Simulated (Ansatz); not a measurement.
# Quasiparticle gap of LaGaO3 (R-3c), part 2 of 3

How far does one-shot GW move the r2SCAN gap of LaGaO3 (R-3c)?

Ansatz 0.2.0; r2SCAN, then G0W0 on it, plane waves, PAW. Known limits of the many-body steps: finite bands, screening cutoff and k mesh; no spin-orbit coupling in G0W0; d shells not analysed.

So far. Step 2 (Bands along the symmetry lines): Over mesh and path the gap is 4.376 eV, from k = (0.338, -0.338, 0.000) to k = Γ. The least direct gap found is 4.523 eV, at k = Γ.

### Step 3. The quasiparticle correction

G0W0 replaces the xc potential by a self-energy built once from the orbitals of the start. Levels are corrected in the window of bands that the input names, at points of the mesh.

This step: G0W0 on r2SCAN, plane waves, PAW.

input.yaml

```yaml
crystal:
  lattice:
    - [2.77145, 1.6000974035, 4.4776]
    - [-2.77145, 1.6000974035, 4.4776]
    - [0.0, -3.2001948071, 4.4776]
  atoms:
    - { symbol: La, position: [0.25, 0.25, 0.25] }
    - { symbol: La, position: [0.75, 0.75, 0.75] }
    - { symbol: Ga, position: [0.0, 0.0, 0.0] }
    - { symbol: Ga, position: [0.5, 0.5, 0.5] }
    - { symbol: O, position: [0.8048, 0.6952, 0.25] }
    - { symbol: O, position: [0.25, 0.8048, 0.6952] }
    - { symbol: O, position: [0.6952, 0.25, 0.8048] }
    - { symbol: O, position: [0.1952, 0.3048, 0.75] }
    - { symbol: O, position: [0.75, 0.1952, 0.3048] }
    - { symbol: O, position: [0.3048, 0.75, 0.1952] }
kpoints:
  mp_grid: { grid: [4, 4, 4] }
hamiltonian:
  xc: r2scan
  pseudopotentials: { kind: paw, source: ansatz }
scf:
  occupations: { method: fixed }
gw:
  n_empty_bands: 2003
  ecut_chi: 380
  qp_bands: [v3, c3]
  qp_kpoints: band_edges
  screening: { model: contour_deformation }
```

Launch:

```bash
> ansatz run input.yaml --threads 4 --pin off --max-ram 138240MiB --backend cuda --events-out ev --progress --plain --runs-dir out --devices 1 --max-vram 26GiB
```

Numbers of over 12 decimals in the logs are rounded to 6 here.

The log of the run:

```text
GPUs: using 1 of 1 available (devices: 1).
[...]
GPU FFT provider: cuFFT
GPU libraries: cuBLAS 13.8.2, cuFFT 12.4.0, cuSOLVER 12.3.4
Crystal: 10 atoms, lattice volume = 119.138 Å³
Basis set: ecut = 1300 eV, 12633 PW (Γ), exchange–correlation on 384×384×384 points (64 copies of the dense FFT grid, shifted against one another)
Bands: 60, of which v1, the nominal top of the filled ones, is band 50 counted from 1 (49 counted from 0)
Symmetry: 12 space group operations
[...]
k-points: 13 of 64
[...]
GPU buffer pool allocated for 884736 grid points (all kernels)
[...]
SCF iter   1: F=—  HF=-32854.229240 eV  |F-HF|=—  |Δ(HF+E_count)|=         —  Δρ=9.52e-2  dr2=4.95e0  dr2_τ=5.89e-1  ethr=3.10e-3  ⟨swp⟩=4.2  Hψ=2731  notcnv=0  defer=25
[...]
SCF iter   9: F=-32854.265963 eV  HF=-32854.265963 eV  |F-HF|=1.93e-9  |Δ(HF+E_count)|=   2.25e-8  Δρ=1.87e-6  dr2=4.28e-9  dr2_τ=1.23e-9  ethr=1.00e-10  ⟨swp⟩=15.0  Hψ=3686  notcnv=0
SCF 1 converged in 9 iterations: F = -32854.265963 eV  dr2 = 4.28e-9
[...]
NSCF: frozen V_eff on 13 k-points
the band table was solved once the SCF had ended and its energy, with any forces and stress, was formed, with the checks that follow a solve (3181 applications of the Hamiltonian). They found nothing against the state; the energy, forces and stress were not computed again (output.eigenvalues in the input reference)
[...]
G₀W₀ screening: q 1/13
[... further progress lines ...]
[...]
SCF converged after 9 iterations
Free energy (F): -32854.265963 eV
[...]
Internal energy: -32854.265963 eV  (E = F + TS)
E sigma→0 (E₀):  -32854.265963 eV
Fermi energy:    11.384375 eV
[...]
--- Band table (eV; the first three rows and the last of 13) ---
  k-point 0: bands = [... 46 lower, 11.1015, 11.2168, 11.2168, 11.2459, 15.7539, 16.1351, 16.1351, 16.5902, ... 6 higher]
  k-point 1: bands = [... 46 lower, 10.9798, 11.0566, 11.1924, 11.2188, 16.3457, 16.3597, 16.4822, 16.5580, ... 6 higher]
  k-point 2: bands = [... 46 lower, 10.9830, 10.9830, 11.2434, 11.2434, 16.4942, 16.4942, 16.5349, 16.5349, ... 6 higher]
  k-point 12: bands = [... 46 lower, 10.8611, 10.8611, 10.8611, 10.8611, 16.5884, 16.5884, 16.5884, 16.5884, ... 6 higher]
--- G₀W₀: contour deformation, 7 samples at zero and on the imaginary axis and 0 off it, 64 q-points, 2003 empty bands' worth ---
  eigenvalues of the whole cell's RPA ε∞ on this k-mesh (on a slab, of 1 + 4πα/V) = 4.2368, 4.4035, 4.4035; static W/v taken at q = 0 is 0.230033
  bands read: the sum over 2053 bands ends inside a degenerate multiplet in 4 slots, whose members it reads at an even weight; the widest, k=12: bands 2053 to 2056 (counted from 1) at 1/4 each
  gw.qp_kpoints: band_edges: 13 of 13 stored k-points solved, in 1 pass; an edge of the gap read off the rows below is read off those points alone
  `?` marks the rows in doubt; gw_qp.tsv's column doubts and the gw_qp event give each row's grounds
    ik  band        ε_KS         Σx   Σc(E_QP)       V_xc       Z   E_QP_lin       E_QP  E_QP is
     0    48     11.2168   -28.1749     3.8338   -23.4547  0.7753    10.3225    10.3304  root
     0    49     11.2168   -28.1749     3.8338   -23.4547  0.7753    10.3225    10.3304  root
     0    50     11.2459   -26.2216     3.8677   -21.5042  0.7670    10.3882    10.3962  root
     0    51     15.7539   -13.2247    -4.2924   -18.0241  0.8297    16.2621    16.2608  root
     0    52     16.1351   -11.3860    -5.5786   -18.2286  0.8081    17.4174    17.3991  root
     0    53     16.1351   -11.3860    -5.5786   -18.2286  0.8081    17.4174    17.3991  root
     1    48     11.0566   -26.8425     3.8606   -22.1128  0.7700    10.1793    10.1875  root
     1    49     11.1924   -26.2762     3.8441   -21.5545  0.7692    10.3065    10.3148  root
     1    50     11.2188   -26.3017     3.8751   -21.5645  0.7677    10.3486    10.3567  root
     1    51     16.3457   -14.0262    -6.7616   -22.8414  0.7862    18.4695    18.3993  root
     1    52     16.3597   -15.1955    -7.2574   -24.8219  0.7777    18.8349    18.7287  root ?
     1    53     16.4822   -16.4384    -6.8695   -25.5260  0.7813    18.7834    18.7003  root
     2    48     10.9830   -26.5561     3.8861   -21.8031  0.7684    10.1078    10.1161  root
     2    49     11.2434   -26.3446     3.8647   -21.6008  0.7688    10.3559    10.3643  root
     2    50     11.2434   -26.3446     3.8647   -21.6008  0.7688    10.3559    10.3643  root
     2    51     16.4942   -18.5576    -8.8556   -30.5607  0.7519    19.9190    19.6419  root ?
     2    52     16.4942   -18.5576    -8.8556   -30.5607  0.7519    19.9190    19.6419  root ?
     2    53     16.5349   -18.7289    -8.9866   -30.8931  0.7491    20.0083    19.7126  root ?
     3    48     10.9043   -25.9176     3.9083   -21.1411  0.7659    10.0275    10.0362  root
     3    49     11.1152   -27.4596     3.8497   -22.7374  0.7720    10.2348    10.2427  root
     3    50     11.2565   -27.2075     3.8700   -22.4680  0.7711    10.3791    10.3870  root
     3    51     16.3900   -15.4680    -7.4706   -25.3992  0.7748    18.9720    18.8507  root ?
     3    52     16.4536   -16.0643    -7.5636   -26.1739  0.7717    19.1334    18.9997  root ?
     3    53     16.5408   -19.6745    -9.4797   -32.5223  0.7424    20.2763    19.9090  root ?
     4    48     10.7358   -26.1504     3.9204   -21.3338  0.7675     9.8303     9.8395  root
     4    49     10.8808   -26.2664     3.9144   -21.4565  0.7679     9.9763     9.9854  root
     4    50     11.3439   -26.7692     3.8782   -22.0215  0.7695    10.4664    10.4745  root
     4    51     16.5024   -19.2530    -9.2243   -31.7681  0.7463    20.1226    19.7932  root ?
     4    52     16.5163   -19.0508    -9.1393   -31.4369  0.7472    20.0801    19.7631  root ?
     4    53     16.5446   -19.4925    -9.3336   -32.1490  0.7443    20.2140    19.8674  root ?
     5    48     10.8456   -25.9088     3.9419   -21.0841  0.7660     9.9538     9.9628  root
     5    49     10.8821   -26.1229     3.9230   -21.3354  0.7665    10.0090    10.0176  root
     5    50     11.3558   -26.5800     3.8639   -21.8497  0.7690    10.4814    10.4894  root
     5    51     16.4784   -17.5363    -8.3486   -28.8054  0.7591    19.6129    19.3988  root ?
     5    52     16.4869   -18.5116    -8.8115   -30.4551  0.7523    19.8907    19.6189  root ?
     5    53     16.5594   -19.7281    -9.4746   -32.5689  0.7420    20.2934    19.9255  root ?
     6    48     10.5904   -25.4815     3.9527   -20.6076  0.7654     9.6589     9.6692  root
     6    49     11.1535   -28.5409     3.8321   -23.8218  0.7760    10.2587    10.2665  root
     6    50     11.3844   -26.2922     3.8859   -21.5407  0.7680    10.5107    10.5188  root
     6    51     16.4939   -19.4503    -9.3777   -32.1730  0.7445    20.1900    19.8389  root ?
     6    52     16.5081   -19.4655    -9.3548   -32.1590  0.7447    20.1953    19.8469  root ?
     6    53     16.5248   -19.4284    -9.3502   -32.1047  0.7444    20.1985    19.8509  root ?
     7    48     10.8231   -25.9457     3.9809   -21.1035  0.7643     9.9532     9.9619  root
     7    49     11.0228   -26.0978     3.8488   -21.3729  0.7681    10.1382    10.1467  root
     7    50     11.0228   -26.0978     3.8488   -21.3729  0.7681    10.1382    10.1467  root
     7    51     16.3824   -14.4527    -6.9425   -23.5602  0.7826    18.6297    18.5473  root
     7    52     16.3824   -14.4527    -6.9425   -23.5602  0.7826    18.6297    18.5473  root
     7    53     16.5932   -19.7794    -9.5167   -32.6621  0.7409    20.3341    19.9592  root ?
     8    48     10.6709   -27.3445     3.8943   -22.5441  0.7720     9.7559     9.7649  root
     8    49     10.8290   -25.9982     3.9641   -21.1547  0.7656     9.9406     9.9496  root
     8    50     11.2337   -26.5436     3.8388   -21.8352  0.7694    10.3561    10.3642  root
     8    51     16.4952   -17.8615    -8.4743   -29.3184  0.7572    19.7077    19.4778  root ?
     8    52     16.5147   -18.7674    -8.9652   -30.9132  0.7496    19.9880    19.6952  root ?
     8    53     16.5424   -19.1284    -9.1554   -31.5333  0.7465    20.1126    19.7920  root ?
     9    48     10.8514   -26.7878     3.9014   -22.0017  0.7698     9.9581     9.9668  root
     9    49     10.8700   -25.8791     3.9270   -21.0554  0.7666     9.9640     9.9733  root
     9    50     11.2606   -26.6431     3.8431   -21.9384  0.7694    10.3910    10.3990  root
     9    51     16.4871   -18.9296    -9.0645   -31.2240  0.7488    20.0228    19.7171  root ?
     9    52     16.5237   -19.1320    -9.1683   -31.5638  0.7470    20.1086    19.7873  root ?
     9    53     16.5558   -19.6953    -9.4399   -32.4899  0.7423    20.2742    19.9104  root ?
    10    48     10.6966   -26.0526     3.9168   -21.2277  0.7679     9.7789     9.7885  root
    10    49     10.8040   -26.9760     3.9058   -22.1854  0.7698     9.9105     9.9192  root
    10    50     11.1585   -26.5665     3.8559   -21.8427  0.7692    10.2825    10.2906  root
    10    51     16.5200   -19.1156    -9.1535   -31.5233  0.7468    20.0939    19.7741  root ?
    10    52     16.5262   -19.0330    -9.1041   -31.3740  0.7478    20.0759    19.7631  root ?
    10    53     16.5641   -19.4319    -9.3315   -32.0698  0.7439    20.2165    19.8706  root ?
    11    48     10.7302   -26.5697     3.8818   -21.7942  0.7695     9.8276     9.8365  root
    11    49     10.9627   -26.0333     3.9262   -21.2226  0.7669    10.0692    10.0781  root
    11    50     10.9627   -26.0333     3.9262   -21.2226  0.7669    10.0692    10.0781  root
    11    51     16.5204   -19.4829    -9.3276   -32.1353  0.7444    20.1909    19.8452  root ?
    11    52     16.5204   -19.4829    -9.3276   -32.1353  0.7444    20.1909    19.8452  root ?
    11    53     16.5994   -19.6468    -9.3728   -32.3449  0.7427    20.2803    19.9247  root ?
    12    48     10.8611   -26.1364     3.8678   -21.3785  0.7684     9.9621     9.9710  root
    12    49     10.8611   -26.1364     3.8678   -21.3785  0.7684     9.9621     9.9710  root
    12    50     10.8611   -26.1364     3.8678   -21.3785  0.7684     9.9621     9.9710  root
    12    51     16.5884   -18.7643    -8.9724   -30.8944  0.7482    20.0410    19.7461  root ?
    12    52     16.5884   -18.7643    -8.9724   -30.8944  0.7482    20.0410    19.7461  root ?
    12    53     16.5884   -18.7643    -8.9724   -30.8944  0.7482    20.0410    19.7461  root ?
```

Wall time 7 min (1 × NVIDIA H100 80GB HBM3 (shared by 3 runs) with 4 threads of AMD EPYC 7R13 (Zen 3), shared host); peak memory 16 GiB.

This step gave:

- bands summed: 2053
- RPA ε∞ on this mesh (eigenvalues): 4.237, 4.404, 4.404
- plane waves in the screening matrix: 2013
- q-points in the mesh: 64
- G0W0 gap over the corrected points: 5.742 eV
- k of the valence top: 0, -0.5, -0.5
- k of the conduction bottom: 0, 0, 0
- starting gap on the mesh: 4.369 eV
- Z at the valence top: 0.7680
- Z at the conduction bottom: 0.8297
- least direct G0W0 gap over the corrected points: 5.865 eV

Over all 13 irreducible mesh points the G0W0 gap is 5.742 eV, from k = (0.000, -0.500, -0.500) to k = Γ. The r2SCAN gap of this run on the mesh is 4.369 eV. The two states that bound the G0W0 gap lie that far apart at the start, so the correction of the gap is 5.742 − 4.369 = +1.373 eV. The start of this run differs from the step before in mesh (6×6×6 and 4×4×4), files (soft_1 PAW and hard PAW) and plane-wave cutoff (500 eV and 1300 eV). The program marks 32 of the 78 corrected levels as in doubt (energies apart), neither edge state among them.

Labels follow the order of the start: v1 is the top filled band, c1 the lowest empty one; levels that stay degenerate share a row, the window can cut a multiplet, doubted levels are not marked in this list, bands outside the window were not corrected, and the list may be a part of the corrected levels. The levels before and after the correction (eV, zero at the valence-band top of each column):

|  | conduction bottom | valence top |
| --- | --- | --- |
| Kohn-Sham | 4.37 | 0.00 |
| G0W0 | 5.74 | 0.00 |

|  | level | occupation | energy (eV) |
| --- | --- | --- | --- |
| Kohn-Sham | Γ v3-v2 | 2 | -0.168 |
| Kohn-Sham | Γ v1 | 2 | -0.138 |
| Kohn-Sham | Γ c1 | 0 | 4.369 |
| Kohn-Sham | Γ c2-c3 | 0 | 4.751 |
| Kohn-Sham | (0 -0.5 -0.5) v3 | 2 | -0.794 |
| Kohn-Sham | (0 -0.5 -0.5) v2 | 2 | -0.231 |
| Kohn-Sham | (0 -0.5 -0.5) v1 | 2 | 0.000 |
| Kohn-Sham | (0 -0.5 -0.5) c1 | 0 | 5.110 |
| Kohn-Sham | (0 -0.5 -0.5) c2 | 0 | 5.124 |
| Kohn-Sham | (0 -0.5 -0.5) c3 | 0 | 5.140 |
| G0W0 | Γ v3-v2 | 2 | -0.188 |
| G0W0 | Γ v1 | 2 | -0.123 |
| G0W0 | Γ c1 | 0 | 5.742 |
| G0W0 | Γ c2-c3 | 0 | 6.880 |
| G0W0 | (0 -0.5 -0.5) v3 | 2 | -0.850 |
| G0W0 | (0 -0.5 -0.5) v2 | 2 | -0.252 |
| G0W0 | (0 -0.5 -0.5) v1 | 2 | 0.000 |
| G0W0 | (0 -0.5 -0.5) c1 | 0 | 9.320 |
| G0W0 | (0 -0.5 -0.5) c2 | 0 | 9.328 |
| G0W0 | (0 -0.5 -0.5) c3 | 0 | 9.332 |

The parts of the quasiparticle energy for the two states that bound the G0W0 gap, in eV on the run's own scale (QP = start + Σx + Σc − Vxc, with Σc at the quasiparticle energy):

| edge | k | band | start | Σx | Σc | Vxc | Z | QP |
| --- | --- | --- | --- | --- | --- | --- | --- | --- |
| valence top | (0.000, -0.500, -0.500) | 50 | 11.384 | −26.292 | 3.886 | −21.541 | 0.768 | 10.519 |
| conduction bottom | Γ | 51 | 15.754 | −13.225 | −4.292 | −18.024 | 0.830 | 16.261 |

[end of part 2 of 3]

[Paths, hosts, dates, memory and timing lines, banners, echoed tables and standing remarks are left out of the program output.]

[Logs are printed without paths, hosts, clocks, repeated set-up lines and the standing remarks that a program may print on its own settings, such as how far it seeks lower states.]

[Runs of the session that timed out or met a known fault of the program may be left out.]

[Cells called generated may have been cut or substituted from an entry of the Crystallography Open Database or the Materials Project.]

[Hosts, paths, dates, database ids (printed as entryN), source tags and the programs' standing remarks are cut or masked in the printed files.]

[Where an RPA ε∞ is given, it is that of the G0W0 mesh and is not shown converged in it. Names of k-points follow the symmetry that the program found, which can be lower than the space group named. Band edges on a path are those of the sampled points; other points can move an edge, and change direct to indirect where valleys lie close.]

[Hybrid gaps are those of their k-mesh and are not shown converged in it.]
